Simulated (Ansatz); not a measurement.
**TiC (Fm-3m): Drude plasma energy against volume**

The cell of TiC (Fm-3m) is scaled evenly and the response computed anew at each volume, on one mesh.

Symmetry: Fm-3m, No. 225, cubic system. The conventional cell has a = 4.319 Å, b = 4.319 Å, c = 4.319 Å, α = 90.00°, β = 90.00°, γ = 90.00°. Around Ti on site a lie 6 C at 2.16 Å. Around C on site b lie 6 Ti at 2.16 Å.

Method: Ansatz 0.2.0, PBE, independent particles, k-mesh 18×18×18 with interpolation inside its cells, Gaussian parameter 0.1 eV.

Launch of the response step: `ansatz run input.yaml --threads 4 --pin off --max-ram 8192MiB --backend cpu --events-out ev --progress --plain --runs-dir out`. The series took 66 s in all, on 4 threads of Arm Neoverse V1 (shared host).

```tsv
V/V₀	V (Å³, primitive cell)	Drude plasma energy (eV)
0.94	18.93	?
0.96	19.33	3.6882
0.98	19.73	3.6613
1.00	20.14	3.6352
1.02	20.54	3.6091
1.04	20.94	3.5825
1.06	21.34	3.5558
```

For small changes the quantity should be close to linear in ln V.

Working, on the rows shown:

| x = ln(V/V₀) | y = Drude plasma energy |
| --- | --- |
| -0.040822 | 3.6882 |
| -0.0202027 | 3.6613 |
| 0 | 3.6352 |
| 0.0198026 | 3.6091 |
| 0.0392207 | 3.5825 |
| 0.0582689 | 3.5558 |

Means: x̄ = 0.0093779, ȳ = 3.622. Σ(x − x̄)(y − ȳ) = -0.009159, Σ(x − x̄)² = 0.006873. Slope = -0.009159 / 0.006873 = -1.333; intercept = ȳ − slope · x̄ = 3.6345. The line misses the rows shown by at most 0.0011 eV.

Task: What does the fit predict for the withheld row, and how well does it do?

Result: At x = -0.061875 the line gives y = 3.717 eV. The run gave 3.7169 eV, so the extrapolation is off by 7.9e-05 eV, 0.0 % of the range in the table.

Between the rows on either side of x = 0 the slope is (3.6091 − 3.6613) / (0.019803 − (-0.020203)) = -1.305. So d ln ωp/d ln V = -0.36; free electrons would give −0.50. The cell comes from an older database entry, whose edges can be off by a per cent or so. The values come from a sum over the points of one k-mesh and carry its error, which is largest for Fermi-surface quantities.

[Logs are printed without paths, hosts, clocks, repeated set-up lines and the standing remarks that a program may print on its own settings, such as how far it seeks lower states.]
